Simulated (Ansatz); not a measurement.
# The perfect Fe wire along [100], 4 atoms a period

Aim: is the Fe wire along [100], 4 atoms a period a metal or a semiconductor?

Main program and level: Ansatz 0.2.0; DFT PBE, plane waves, PAW; relaxation of a wire's period; PAW set soft_1, in the first sound run; inputs show where later runs differ.

## (1) Set-up

The cell holds 4 atoms: 4 Fe. Its edges and angles: a = 9.630 Å, b = 9.630 Å, c = 2.830 Å, α = 90.0°, β = 90.0°, γ = 90.0°. Vacuum lies along a and b. The structure's axis is c.

As a file:

```cif
data_structure
_symmetry_space_group_name_H-M 'P 1'
_symmetry_Int_Tables_number 1
_cell_length_a 9.6300
_cell_length_b 9.6300
_cell_length_c 2.8300
_cell_angle_alpha 90.000
_cell_angle_beta 90.000
_cell_angle_gamma 90.000
_cell_volume 262.45
loop_
_atom_site_label
_atom_site_type_symbol
_atom_site_fract_x
_atom_site_fract_y
_atom_site_fract_z
_atom_site_occupancy
Fe1 Fe 0.35306 0.50000 0.00000 1
Fe2 Fe 0.64694 0.50000 0.00000 1
Fe3 Fe 0.50000 0.35306 0.50000 1
Fe4 Fe 0.50000 0.64694 0.50000 1
```

## (2) Relaxing the period

Band widths follow the bond lengths, so the wire is relaxed first. The atoms and the third cell vector are free; the box across stays fixed as vacuum. Moments are seeded so that a magnetic state can form if it lies lower. A Fermi-Dirac smearing is set since the result may be a metal. The pressure printed is a third of the stress's trace over the whole box, vacuum included; only the stress along the axis is relaxed.

input.yaml reads:

```yaml
crystal:
  lattice:
    - [9.63, 0.0, 0.0]
    - [0.0, 9.63, 0.0]
    - [0.0, 0.0, 2.83]
  atoms:
    - { symbol: Fe, position: [0.353063344, 0.5, 0.0], spin: 2.4 }
    - { symbol: Fe, position: [0.646936656, 0.5, 0.0], spin: 2.4 }
    - { symbol: Fe, position: [0.5, 0.353063344, 0.5], spin: 2.4 }
    - { symbol: Fe, position: [0.5, 0.646936656, 0.5], spin: 2.4 }
magnetization:
  spin_polarized: true
kpoints:
  mp_grid: { grid: [1, 1, 29] }
scf:
  occupations: { method: fermi_dirac, width: 0.05 }
hamiltonian:
  xc: pbe
  pseudopotentials: { kind: paw, azcp: { folder: soft_1 } }
relax:
  cell: { fix: [a, b, alpha, beta, gamma] }
  max_steps: 45
  f_tol: 0.03
```

Started as:

```
$ ansatz run input.yaml --threads 8 --pin off --max-ram 16384MiB --backend cpu --events-out ev --progress --plain --runs-dir out
```

Numbers of over 12 decimals in the logs are rounded to 6 here.

What it wrote:

```text
Engine: ansatz 0.2.0, aarch64-unknown-linux-gnu
Pseudopotentials: kind: paw
Pseudopotential: Fe, paw, valence charge 16, recommended cutoff 420 eV (normal), soft_1/Fe.paw.azcp
Functional definition: PBE
  parameter kappa = 0.804
  parameter beta = 0.066725
  exchange = pbe_x(kappa = kappa, mu = beta*pi^2/3)
  correlation = pbe_c(beta = beta)
Crystal: 4 atoms, lattice volume = 262.445 Å³
Basis set: ecut = 420 eV, 5149 PW (Γ), exchange–correlation on 144×144×40 points (8 copies of the dense FFT grid, shifted against one another)
Bands: 45, of which v1, the nominal top of the filled ones, is band 32 counted from 1 (31 counted from 0)
Symmetry: 16 space group operations
Space group: P42/mmc (ITA 131), of the structure as read, at distance tolerance 6.4e-5 Å
Magnetic group: BNS 131.435 (UNI 1095), of the structure as read, at distance tolerance 6.4e-5 Å
k-points: 15 of 29
Non-local potential: Fe, projectors of the file, l = 0: 3, l = 1: 2, l = 2: 3, l = 3: 1
PAW form: soft (Blöchl's): semilocal exchange-correlation on the pseudo side does not see the compensation charge
PAW one-centre angular grid: Fe, 590 points (default); XC on 64 Gauss nodes
Initial density: superposition of atomic densities (neutral atoms: chi_scale 0, normalization atom)
Starting moments: Σ|m| = 9.6 μB on 4 of 4 sites
Initial wavefunctions: pseudopotential atomic-orbital guess
Functional: x = pbe(κ = 0.804, μ = 0.219515), c = pbe(β = 0.066725)
SCF iter   1: F=—  HF=-17913.448323 eV  |F-HF|=—  |Δ(HF+E_count)|=         —  Δρ=3.37e-2 (↑3.37e-2 ↓3.21e-2)  dr2=1.07e1  dr2_m=2.09e0  M=11.283 μB ∫|m|=11.340 μB  β_m=0.30  ethr=3.10e-3  ⟨swp⟩=8.6  Hψ=6293  notcnv=0  defer=4
Mixer restart at iter 1: flushing history
preconditioner: auto → LDOS  [metal: Δε(μ)=0.065 eV  Ē_g=4.741 eV  σ=0.050 eV  W_gap=0.30  n_scr=36 (ndim 8)  ℏωp=13.0 eV  f_vac=0.625  D(μ)=5.33/eV (n_scr^D=24)]
spin=Collinear: LDOS preconditioning applied to the charge; magnetization (m = ρ↑ − ρ↓) channel mixes plain (no charge-response kernel on spin).
SCF iter   2: F=—  HF=-17913.099739 eV  |F-HF|=—  |Δ(HF+E_count)|=   3.49e-1  Δρ=2.92e-2 (↑2.92e-2 ↓2.32e-2)  dr2=1.94e0  dr2_m=1.52e0  M=11.734 μB ∫|m|=11.826 μB  β_m=0.46  ethr=3.10e-3  ⟨swp⟩=3.2  Hψ=2565  notcnv=0  defer=67
SCF iter   3: F=—  HF=-17915.390145 eV  |F-HF|=—  |Δ(HF+E_count)|=    2.29e0  Δρ=1.49e-2 (↑8.02e-3 ↓1.49e-2)  dr2=1.13e-1  dr2_m=3.00e-1  M=12.045 μB ∫|m|=12.256 μB  β_m=0.55  ethr=3.04e-3  ⟨swp⟩=2.9  Hψ=2416  notcnv=0  defer=73
SCF iter   4: F=—  HF=-17915.821742 eV  |F-HF|=—  |Δ(HF+E_count)|=         —  Δρ=1.10e-2 (↑1.10e-2 ↓1.96e-3)  dr2=1.91e-1  dr2_m=9.16e-2  M=12.186 μB ∫|m|=12.511 μB  β_m=0.55  ethr=1.76e-4  ⟨swp⟩=3.6  Hψ=2879  notcnv=0  defer=72
SCF iter   5: F=—  HF=-17915.841602 eV  |F-HF|=—  |Δ(HF+E_count)|=   1.99e-2  Δρ=1.24e-3 (↑1.24e-3 ↓9.38e-4)  dr2=4.20e-3  dr2_m=1.75e-3  M=12.185 μB ∫|m|=12.579 μB  β_m=0.60  ethr=1.76e-4  ⟨swp⟩=3.8  Hψ=3148  notcnv=0  defer=72
SCF iter   6: F=—  HF=-17915.844831 eV  |F-HF|=—  |Δ(HF+E_count)|=   3.23e-3  Δρ=6.18e-4 (↑6.18e-4 ↓3.34e-4)  dr2=3.19e-4  dr2_m=5.01e-4  M=12.187 μB ∫|m|=12.587 μB  β_m=0.74  ethr=6.57e-6  ⟨swp⟩=2.8  Hψ=2770  notcnv=0  defer=71
SCF iter   7: F=—  HF=-17915.845244 eV  |F-HF|=—  |Δ(HF+E_count)|=   4.13e-4  Δρ=1.71e-4 (↑1.71e-4 ↓7.97e-5)  dr2=9.53e-5  dr2_m=1.87e-5  M=12.187 μB ∫|m|=12.600 μB  β_m=0.70  ethr=4.99e-7  ⟨swp⟩=2.8  Hψ=2383  notcnv=0  defer=71
SCF iter   8: F=—  HF=-17915.845224 eV  |F-HF|=—  |Δ(HF+E_count)|=   2.01e-5  Δρ=3.65e-5 (↑3.28e-5 ↓3.65e-5)  dr2=6.13e-6  dr2_m=9.57e-7  M=12.188 μB ∫|m|=12.603 μB  β_m=0.83  ethr=1.49e-7  ⟨swp⟩=2.5  Hψ=2209  notcnv=0  defer=71
SCF iter   9: F=—  HF=-17915.845233 eV  |F-HF|=—  |Δ(HF+E_count)|=   9.19e-6  Δρ=8.54e-6 (↑5.43e-6 ↓8.54e-6)  dr2=6.90e-8  dr2_m=8.52e-8  M=12.188 μB ∫|m|=12.604 μB  β_m=0.85  ethr=9.58e-9  ⟨swp⟩=2.5  Hψ=2094  notcnv=0  defer=71
SCF iter  10: F=-17915.845234 eV  HF=-17915.845234 eV  |F-HF|=3.24e-9  |Δ(HF+E_count)|=   4.19e-7  Δρ=1.54e-6 (↑1.08e-6 ↓1.54e-6)  dr2=3.67e-9  dr2_m=2.83e-9  M=12.188 μB ∫|m|=12.605 μB  ethr=1.08e-10  ⟨swp⟩=2.8  Hψ=4894  notcnv=0
SCF 1 converged in 10 iterations: F = -17915.845234 eV  dr2 = 3.67e-9
  greatest PAW one-centre occupation: 1.001 electrons in one spin orbital (limit 2), on the Fe atom at site 3 (counted from 0), in its partial waves of l = 1
relax step   1: F+E_penalty+E_count = -17915.84523384 eV  Δ(F+E_penalty+E_count) = +0.000e0 eV  max|allowed force component| = 1.055e0 eV/Å  Δτ_max = 0.0000 Å  P = -2.242 GPa  Ω = 262.445 Å³  fix = [a, b, alpha, beta, gamma]  reactions: a -1.712, b -1.712 GPa  (10 SCF iters, dr2 threshold 1.00e-7 eV, accepted)
Crystal: 4 atoms, lattice volume = 253.865 Å³
Basis set: ecut = 420 eV, 4989 PW (Γ), exchange–correlation on 144×144×40 points (8 copies of the dense FFT grid, shifted against one another)
Initial density: handed on by an earlier stage of this run
Starting moments: Σ|m| = 9.6 μB on 4 of 4 sites; this step starts from the density that it was given
Initial wavefunctions: those handed on with the density
iter 1 solved again at ethr=1.03e-4 eV; its pass at ethr=3.10e-3 eV (dr2=6.58e-2 eV) is discarded
SCF iter   1: F=—  HF=-17916.064854 eV  |F-HF|=—  |Δ(HF+E_count)|=         —  Δρ=3.61e-3 (↑3.61e-3 ↓2.51e-3)  dr2=6.98e-2  dr2_m=1.37e-2  M=12.075 μB ∫|m|=12.423 μB  β_m=0.30  ethr=1.03e-4  ⟨swp⟩=2.3  Hψ=6664  notcnv=0
preconditioner: auto → Resta (q_TF=auto, 2.168 Å⁻¹)  ε∞=8.2  [insulator: Δε(μ)=0.215 eV  Ē_g=4.929 eV  σ=0.050 eV  W_gap=0.53  n_scr=36 (ndim 8)  ℏωp=13.2 eV  f_vac=0.659  D(μ)=1.62/eV (n_scr^D=8)  ε∞_Penn≈8.2  vacuum switching on, ρ_ref=1.8e-3 e/Å³]
spin=Collinear: Resta preconditioning applied to the charge; magnetization (m = ρ↑ − ρ↓) channel mixes plain (no charge-response kernel on spin).
SCF iter   2: F=—  HF=-17916.051305 eV  |F-HF|=—  |Δ(HF+E_count)|=   1.35e-2  Δρ=2.04e-3 (↑2.04e-3 ↓1.97e-3)  dr2=3.37e-2  dr2_m=6.60e-3  M=12.077 μB ∫|m|=12.425 μB  β_m=0.51  ethr=1.03e-4  ⟨swp⟩=2.0  Hψ=2038  notcnv=0
SCF iter   3: F=—  HF=-17916.055453 eV  |F-HF|=—  |Δ(HF+E_count)|=   4.15e-3  Δρ=9.01e-4 (↑9.01e-4 ↓6.04e-4)  dr2=2.39e-3  dr2_m=1.03e-3  M=12.082 μB ∫|m|=12.430 μB  β_m=0.51  ethr=5.27e-5  ⟨swp⟩=2.2  Hψ=2229  notcnv=0
SCF iter   4: F=—  HF=-17916.055455 eV  |F-HF|=—  |Δ(HF+E_count)|=   2.80e-6  Δρ=3.69e-4 (↑1.46e-4 ↓3.69e-4)  dr2=7.83e-4  dr2_m=8.90e-5  M=12.083 μB ∫|m|=12.431 μB  β_m=0.75  ethr=3.74e-6  ⟨swp⟩=2.0  Hψ=2322  notcnv=0
[...]
SCF iter   4: F=—  HF=-17916.083848 eV  |F-HF|=—  |Δ(HF+E_count)|=   2.04e-3  Δρ=3.19e-4 (↑1.21e-4 ↓3.19e-4)  dr2=4.59e-4  dr2_m=3.52e-5  M=11.978 μB ∫|m|=12.291 μB  β_m=0.56  ethr=2.24e-7  ⟨swp⟩=2.1  Hψ=2651  notcnv=0
SCF iter   5: F=—  HF=-17916.083965 eV  |F-HF|=—  |Δ(HF+E_count)|=   1.17e-4  Δρ=8.91e-5 (↑5.76e-5 ↓8.91e-5)  dr2=1.01e-5  dr2_m=9.13e-6  M=11.977 μB ∫|m|=12.290 μB  β_m=0.76  ethr=2.24e-7  ⟨swp⟩=2.6  Hψ=2772  notcnv=0
SCF iter   6: F=—  HF=-17916.083965 eV  |F-HF|=—  |Δ(HF+E_count)|=   1.78e-7  Δρ=2.13e-5 (↑7.35e-6 ↓2.13e-5)  dr2=3.72e-7  dr2_m=4.31e-7  M=11.977 μB ∫|m|=12.290 μB  β_m=0.81  ethr=1.58e-8  ⟨swp⟩=3.0  Hψ=2991  notcnv=0
SCF iter   7: F=—  HF=-17916.083966 eV  |F-HF|=—  |Δ(HF+E_count)|=   9.93e-8  Δρ=7.68e-6 (↑7.68e-6 ↓4.18e-6)  dr2=2.13e-7  dr2_m=2.02e-8  M=11.977 μB ∫|m|=12.290 μB  β_m=0.91  ethr=5.81e-10  ⟨swp⟩=2.5  Hψ=2534  notcnv=0
SCF iter   8: F=-17916.083966 eV  HF=-17916.083966 eV  |F-HF|=1.96e-8  |Δ(HF+E_count)|=   6.64e-8  Δρ=2.02e-6 (↑2.02e-6 ↓1.58e-6)  dr2=2.30e-8  dr2_m=9.14e-10  M=11.977 μB ∫|m|=12.290 μB  ethr=3.33e-10  ⟨swp⟩=3.0  Hψ=4661  notcnv=0
SCF 3 converged in 8 iterations: F = -17916.083966 eV  dr2 = 2.30e-8
relax step   3: F+E_penalty+E_count = -17916.08396563 eV  Δ(F+E_penalty+E_count) = -2.868e-2 eV  max|allowed force component| = 8.845e-2 eV/Å  Δτ_max = 0.0210 Å  P = +0.251 GPa  Ω = 249.466 Å³  energy of the carried Pulay correction = +2.924e-3 eV  fix = [a, b, alpha, beta, gamma]  reactions: a +0.248, b +0.248 GPa  (8 SCF iters, dr2 threshold 4.00e-7 eV, accepted)
[...]
relax step   4: F+E_penalty+E_count = -17916.08498458 eV  Δ(F+E_penalty+E_count) = -1.019e-3 eV  max|allowed force component| = 7.479e-3 eV/Å  Δτ_max = 0.0036 Å  P = +0.052 GPa  Ω = 250.265 Å³  energy of the carried Pulay correction = +2.740e-3 eV  fix = [a, b, alpha, beta, gamma]  reactions: a +0.080, b +0.080 GPa  (7 SCF iters, dr2 threshold 4.00e-7 eV, accepted)
Initial wavefunctions: pseudopotential atomic-orbital guess (no wavefunctions were taken with the density)
iter 1 solved again at ethr=3.77e-6 eV; its pass at ethr=3.10e-3 eV (dr2=2.41e-3 eV) is discarded
SCF iter   1: F=—  HF=-17916.081836 eV  |F-HF|=—  |Δ(HF+E_count)|=         —  Δρ=7.93e-5 (↑5.85e-5 ↓7.93e-5)  dr2=3.38e-5  dr2_m=5.50e-7  M=12.002 μB ∫|m|=12.320 μB  β_m=0.65  ethr=3.77e-6  ⟨swp⟩=3.0  Hψ=9367  notcnv=0
preconditioner: auto → LDOS  [metal: Δε(μ)=0.048 eV  Ē_g=4.993 eV  σ=0.050 eV  W_gap=0.23  n_scr=20 (ndim 8)  ℏωp=13.3 eV  f_vac=0.663  D(μ)=1.79/eV (n_scr^D=8)]
spin=Collinear: LDOS preconditioning applied to the charge; magnetization (m = ρ↑ − ρ↓) channel mixes plain (no charge-response kernel on spin).
SCF iter   2: F=—  HF=-17916.081975 eV  |F-HF|=—  |Δ(HF+E_count)|=   1.38e-4  Δρ=2.38e-5 (↑2.38e-5 ↓2.15e-5)  dr2=3.99e-6  dr2_m=3.89e-8  M=12.001 μB ∫|m|=12.319 μB  β_m=0.60  ethr=5.29e-8  ⟨swp⟩=1.9  Hψ=1698  notcnv=0
SCF iter   3: F=—  HF=-17916.081980 eV  |F-HF|=—  |Δ(HF+E_count)|=   5.14e-6  Δρ=1.08e-5 (↑1.08e-5 ↓8.10e-6)  dr2=2.35e-7  dr2_m=1.27e-7  M=12.000 μB ∫|m|=12.319 μB  β_m=0.80  ethr=6.23e-9  ⟨swp⟩=2.3  Hψ=2059  notcnv=0
SCF iter   4: F=—  HF=-17916.081982 eV  |F-HF|=—  |Δ(HF+E_count)|=   1.93e-6  Δρ=6.42e-6 (↑6.42e-6 ↓6.30e-6)  dr2=2.77e-7  dr2_m=1.40e-9  M=12.000 μB ∫|m|=12.318 μB  β_m=0.66  ethr=3.68e-10  ⟨swp⟩=2.3  Hψ=2134  notcnv=0
SCF iter   5: F=—  HF=-17916.081982 eV  |F-HF|=—  |Δ(HF+E_count)|=  6.04e-10  Δρ=2.70e-6 (↑2.70e-6 ↓1.20e-6)  dr2=1.11e-8  dr2_m=5.56e-9  M=12.000 μB ∫|m|=12.318 μB  β_m=0.77  ethr=3.68e-10  ⟨swp⟩=2.0  Hψ=2218  notcnv=0
SCF iter   6: F=—  HF=-17916.081982 eV  |F-HF|=—  |Δ(HF+E_count)|=   3.40e-9  Δρ=7.36e-7 (↑5.73e-7 ↓7.36e-7)  dr2=8.81e-9  dr2_m=2.77e-10  M=12.000 μB ∫|m|=12.318 μB  β_m=0.62  ethr=1.73e-11  ⟨swp⟩=3.3  Hψ=2610  notcnv=0
SCF iter   7: F=—  HF=-17916.081982 eV  |F-HF|=—  |Δ(HF+E_count)|=   1.40e-9  Δρ=2.32e-7 (↑2.32e-7 ↓1.22e-7)  dr2=1.24e-10  dr2_m=1.83e-11  M=12.000 μB ∫|m|=12.318 μB  β_m=0.64  ethr=1.38e-11  ⟨swp⟩=2.0  Hψ=1813  notcnv=0
SCF iter   8: F=—  HF=-17916.081982 eV  |F-HF|=—  |Δ(HF+E_count)|=  7.93e-10  Δρ=4.78e-8 (↑4.78e-8 ↓4.51e-8)  dr2=3.03e-12  dr2_m=3.24e-12  M=12.000 μB ∫|m|=12.318 μB  β_m=0.82  ethr=1.00e-12  ⟨swp⟩=2.5  Hψ=2153  notcnv=0
SCF iter   9: F=-17916.081982 eV  HF=-17916.081982 eV  |F-HF|=3.64e-12  |Δ(HF+E_count)|=  1.09e-11  Δρ=8.29e-9 (↑5.91e-9 ↓8.29e-9)  dr2=9.52e-14  dr2_m=7.15e-14  M=12.000 μB ∫|m|=12.318 μB  ethr=1.00e-12  ⟨swp⟩=3.2  Hψ=4322  notcnv=0
SCF 5 converged in 9 iterations: F = -17916.081982 eV  dr2 = 9.52e-14
  greatest PAW one-centre occupation: 1.001 electrons in one spin orbital (limit 2), on the Fe atom at site 1 (counted from 0), in its partial waves of l = 1
relax step   5: F+E_penalty+E_count = -17916.08198165 eV  Δ(F+E_penalty+E_count) = +3.003e-3 eV  max|allowed force component| = 6.536e-3 eV/Å  Δτ_max = 0.0000 Å  P = +0.059 GPa  Ω = 250.265 Å³  fix = [a, b, alpha, beta, gamma]  reactions: a +0.089, b +0.089 GPa  stress off target by 2.11e-3 GPa on what of the cell is left free  SCF on the basis re-selected at this cell (its energy is not comparable with the rows above)  (9 SCF iters)
basis re-selected at this cell: Δ(F+E_penalty+E_count) = +3.003e-3 eV, ΔP = +0.007 GPa vs the last step (what re-selecting the basis moved, of the pressure what is left beyond the Pulay correction that the steps carried, after the strain that the cell walked since its last selection, with what the two solves' SCF thresholds leave and, on support functions, any second-order correction that the steps lacked; it is no m [...]
SCF converged after 9 iterations
Magnetization: 11.9998 μB (37.9999 up, 26.0001 down)
Absolute magnetization: 12.3203 μB (∫|ρ↑−ρ↓|, with the PAW one-centre terms)
Spin contamination: 0.1472 ħ² per cell (⟨S²⟩ above its minimum at these occupations)
Per-site moments (μB) at R_I (Å): [(2.778502, 0.973565), (2.778502, 0.973565), (2.778502, 0.973565), (2.778502, 0.973565)]
Free energy (F): -17916.081982 eV
Harris-Foulkes:  -17916.081982 eV  (|F-HF|=3.64e-12)
Internal energy: -17916.066200 eV  (E = F + TS)
E sigma→0 (E₀):  -17916.074091 eV
Entropy (-TS):   -0.015782 eV (-3.945 meV/atom)
Fermi energy:    0.422883 eV
--- Per-component energies (eV) ---
  E_band       = -2013.677108
  E_kinetic    = 1315.662144
  E_local      = -32939.508032  (includes V_loc(G=0)·N_el)
  E_nonlocal   = 1178.671733
  E_hartree    = 15156.740182
  E_xc         = -433.195133
  E_vxc        = -555.551063  (∫ρ·V_xc dr)
  E_paw        = -5542.702783  (= ΣΔE_a)
  E_vpaw       = -1326.428487  (= ΣTr[D̂ρ^β])
  E_aug_tail   = -0.003818  (compensation charges beyond the density's cutoff)
  E_ewald      = 3348.269507
  E_smearing   = -0.015782  (= −TS)
  E_closure    = 0.000000  (closes the sum)
  Σ components = -17916.081982   (vs F -17916.081982, Δ=0.00e0)
--- Forces (eV/Å), atoms counted from 1 ---
  atom   1  Fe     0.00653571     0.00000000     0.00000000
  atom   2  Fe    -0.00653571     0.00000000     0.00000000
  atom   3  Fe     0.00000000     0.00653571     0.00000000
  atom   4  Fe     0.00000000    -0.00653571     0.00000000
  max |Σ_I F_I| component: 2.60e-18 eV/Å
--- Stress (GPa, compression-positive) ---
        0.089117       0.000000       0.000000
        0.000000       0.089117       0.000000
        0.000000       0.000000      -0.002107
  P = ⅓ Tr σ = 0.0587 GPa (0.587 kbar)
--- Relaxed structure (4 steps of the walk, 4 accepted, 1 SCFs on fresh bases) ---
  F+E_penalty+E_count = -17916.08198165 eV   max|allowed force component| = 6.536e-3 eV/Å   (the final SCF, on the basis selected at the relaxed cell)
  cell:  # Å, volume = 250.2649 Å³
    - [9.63, 0.0, 0.0]
    - [0.0, 9.63, 0.0]
    - [0.0, 0.0, 2.698655]
  atoms:
    - { symbol: Fe, position: [0.357815, 0.5, 0.0] }
    - { symbol: Fe, position: [0.642185, 0.5, 0.0] }
    - { symbol: Fe, position: [0.5, 0.357815, 0.500000] }
    - { symbol: Fe, position: [0.5, 0.642185, 0.500000] }
```

Run time: 20 s. Hardware: 8 threads of Arm Neoverse V1, shared host; peak memory 0.98 GiB.

[end of part 1 of 2]

[Logs are printed without paths, hosts, clocks, repeated set-up lines and the standing remarks that a program may print on its own settings, such as how far it seeks lower states.]

[Hosts, paths, dates, database ids (printed as entryN), source tags and the programs' standing remarks are cut or masked in the printed files.]
